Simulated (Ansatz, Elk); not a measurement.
# Bonding as seen by X-rays: LuSc3, part 2 of 2

Structure refinements treat a crystal as free atoms side by side. For a made-up structure of LuSc3 (cell and positions from a PBE relaxation) the runs below show what the calculated density changes in F(hkl).

Elk 11.2.3 (patched build); all-electron DFT.

So far: The starting structure; Ground state and structure factors; The highest occupied states alone.

The structure was built from a prototype and need not be the compound's stable phase.

## 4. Another functional

Level of this step: DFT, LDA (Perdew-Wang), all-electron APW+lo, Dirac cores, scalar-relativistic bands, static density, no spin (Elk).

The difference from free atoms is small, so it is set against the change that LDA (Perdew-Wang) makes.

The input, elk.in:

```
tasks
  0
  195

xctype
  3

spinpol
  .false.

rgkmax
  7.0

gmaxvr
  14.0

lmaxo
  7

lmaxapw
  8

swidth
  0.002

tshift
  .false.

ramdisk
  .false.

hmaxvr
  5.5

maxscl
  120

epspot
  1e-06

sppath
  './'

avec
  -4.43252437253 4.43252437253 8.82978333682
  4.43252437253 -4.43252437253 8.82978333682
  4.43252437253 4.43252437253 -8.82978333682

atoms
  2
  'Lu.in'
  1
  -0.0000000000 0.0000000000 0.0000000000   0.000000 0.000000 0.000000
  'Sc.in'
  3
  0.5000000000 0.5000000000 0.0000000000   0.000000 0.000000 0.000000
  0.2500000000 0.7500000000 0.5000000000   0.000000 0.000000 0.000000
  0.7500000000 0.2500000000 0.5000000000   0.000000 0.000000 0.000000

ngridk
  7 7 7
```

Command:

```bash
> OMP_NUM_THREADS=4 elk
```

Numbers of over 12 decimals in the logs are rounded to 6 here.

Output:

```text
┌─────────────────────────┐
│ Elk code version 11.2.3 │
└─────────────────────────┘

All units are atomic (Hartree, Bohr, etc.)

┌─────────────────────────────────────────────────┐
│ Ground-state run starting from atomic densities │
└─────────────────────────────────────────────────┘

Lattice vectors :
  -4.432524373       4.432524373       8.829783337
   4.432524373      -4.432524373       8.829783337
   4.432524373       4.432524373      -8.829783337

Reciprocal lattice vectors :
  0.7386668152E-17  0.7087592508      0.3557949877
[...]
valence                     :    58.00000000
 interstitial                :    7.388870839
 muffin-tins (core leakage)
  species : 1 (Lu)
[...]
species : 2 (Sc)
[...]
atom 2                    :    19.10261774     ( -0.3512604994E-05)
   atom 3                    :    19.10261774     ( -0.3512604994E-05)
 total in muffin-tins        :    126.6111292
 total calculated charge     :    134.0000094
 total charge                :    134.0000000
 error                       :   0.9449143931E-05

┌──────────────────────────────┐
│ Self-consistent loop stopped │
└──────────────────────────────┘

Wrote STATE.OUT
[key lines of the parts left out:]
total energy                :     -16859.833651268
```

It took 20 s on 4 threads of Arm Neoverse V2, shared host; peak memory 0.16 GiB.

Against the first run R = 0.02 %; the largest change is -0.061 at 220.

## 5. Basis size

A smaller basis shows how fast F responds to it; the change is likely larger than the basis error of the first run, but doesn't show convergence.

Edit elk.in of step 4 so:

```diff
@@ -5,3 +5,3 @@
 xctype
-  3
+  20
 
@@ -11,3 +11,3 @@
 rgkmax
-  7.0
+  5.5
```

Command:

```bash
> OMP_NUM_THREADS=4 elk
```

Output:

```text
┌─────────────────────────┐
│ Elk code version 11.2.3 │
└─────────────────────────┘

All units are atomic (Hartree, Bohr, etc.)

┌─────────────────────────────────────────────────┐
│ Ground-state run starting from atomic densities │
└─────────────────────────────────────────────────┘

Lattice vectors :
  -4.432524373       4.432524373       8.829783337
   4.432524373      -4.432524373       8.829783337
   4.432524373       4.432524373      -8.829783337

Reciprocal lattice vectors :
  0.7386668152E-17  0.7087592508      0.3557949877
[...]
valence                     :    58.00000000
 interstitial                :    7.689657644
 muffin-tins (core leakage)
  species : 1 (Lu)
[...]
species : 2 (Sc)
[...]
atom 2                    :    19.02399243     ( -0.2163400463E-06)
   atom 3                    :    19.02399243     ( -0.2163400463E-06)
 total in muffin-tins        :    126.3103424
 total calculated charge     :    133.9999835
 total charge                :    134.0000000
 error                       :   0.1647177487E-04

┌──────────────────────────────┐
│ Self-consistent loop stopped │
└──────────────────────────────┘

Wrote STATE.OUT
[key lines of the parts left out:]
total energy                :     -16873.697124408
```

It took 30 s on 4 threads; peak memory 0.2 GiB.

Against the first run R = 0.01 %; the largest change is +0.085 at 312.

## 6. A coarser k-mesh

About half the k-points along each axis test the sampling.

Edit elk.in of step 5 so:

```diff
@@ -11,3 +11,3 @@
 rgkmax
-  5.5
+  7.0
 
@@ -60,2 +60,2 @@
 ngridk
-  7 7 7
+  4 4 4
```

Command:

```bash
> OMP_NUM_THREADS=4 elk
```

Output:

```text
┌─────────────────────────┐
│ Elk code version 11.2.3 │
└─────────────────────────┘

All units are atomic (Hartree, Bohr, etc.)

┌─────────────────────────────────────────────────┐
│ Ground-state run starting from atomic densities │
└─────────────────────────────────────────────────┘

Lattice vectors :
  -4.432524373       4.432524373       8.829783337
   4.432524373      -4.432524373       8.829783337
   4.432524373       4.432524373      -8.829783337

Reciprocal lattice vectors :
  0.7386668152E-17  0.7087592508      0.3557949877
[...]
valence                     :    58.00000000
 interstitial                :    7.494219075
 muffin-tins (core leakage)
  species : 1 (Lu)
[...]
species : 2 (Sc)
[...]
atom 2                    :    19.07976259     ( -0.2163378738E-06)
   atom 3                    :    19.07976259     ( -0.2163378738E-06)
 total in muffin-tins        :    126.5057809
 total calculated charge     :    133.9999623
 total charge                :    134.0000000
 error                       :   0.3773982198E-04

┌──────────────────────────────┐
│ Self-consistent loop stopped │
└──────────────────────────────┘

Wrote STATE.OUT
[key lines of the parts left out:]
total energy                :     -16873.816887106
```

It took 21 s on 4 threads; peak memory 0.21 GiB.

Against the first run R = 0.00 %; the largest change is +0.025 at 200.

## 7. Settings against the effect

| run | R against the first run (%) | R against neutral atoms, low angle (%) | wall time |
| --- | --- | --- | --- |
| PBE, rgkmax 7 | 0.00 | 0.30 | 33 s |
| LDA (Perdew-Wang) | 0.02 | 0.30 | 20 s |
| rgkmax 5.5 | 0.01 | 0.29 | 30 s |
| k-mesh 4×4×4 | 0.00 | 0.30 | 21 s |

## 8. Summary of results

- R against neutral atoms, sin θ/λ < 0.3 Å⁻¹: 0.30 %
- R against neutral atoms, 0.3 to 0.78 Å⁻¹: 0.21 %

Independent neutral atoms miss the calculated amplitudes by R = 0.30 % below 0.3 Å⁻¹ and 0.21 % from there to 0.78 Å⁻¹; by shells, 0.16 % below 0.15 Å⁻¹ (2 forms), 0.31 % 0.15 to 0.3 (10 forms), 0.22 % 0.3 to 0.45 (23 forms), 0.21 % above 0.45 (114 forms). Bonding, aspherical density and the tables' own atoms all enter these figures, and the runs don't part them. The largest change of an amplitude is -0.53 electrons, at 112. The window's part falls from 26.0 electrons at the origin to at most 6.14 between 0.45 and 0.78 Å⁻¹, where compact states inside the window still scatter. Below 0.3 Å⁻¹ the changes that finished (LDA (Perdew-Wang), rgkmax 5.5 and k-mesh 4×4×4) move F by R = 0.05 % at most, against the 0.30 % that separates it from free atoms. Spin-orbit coupling is left out, which can matter for elements this heavy. Part of the difference isn't bonding: the tables are fits to free atoms and ions calculated by other methods than this functional. Thermal motion, anomalous dispersion and extinction are left out.

[Logs are printed without paths, hosts, clocks, repeated set-up lines and the standing remarks that a program may print on its own settings, such as how far it seeks lower states.]

[Hosts, paths, dates, database ids (printed as entryN), source tags and the programs' standing remarks are cut or masked in the printed files.]
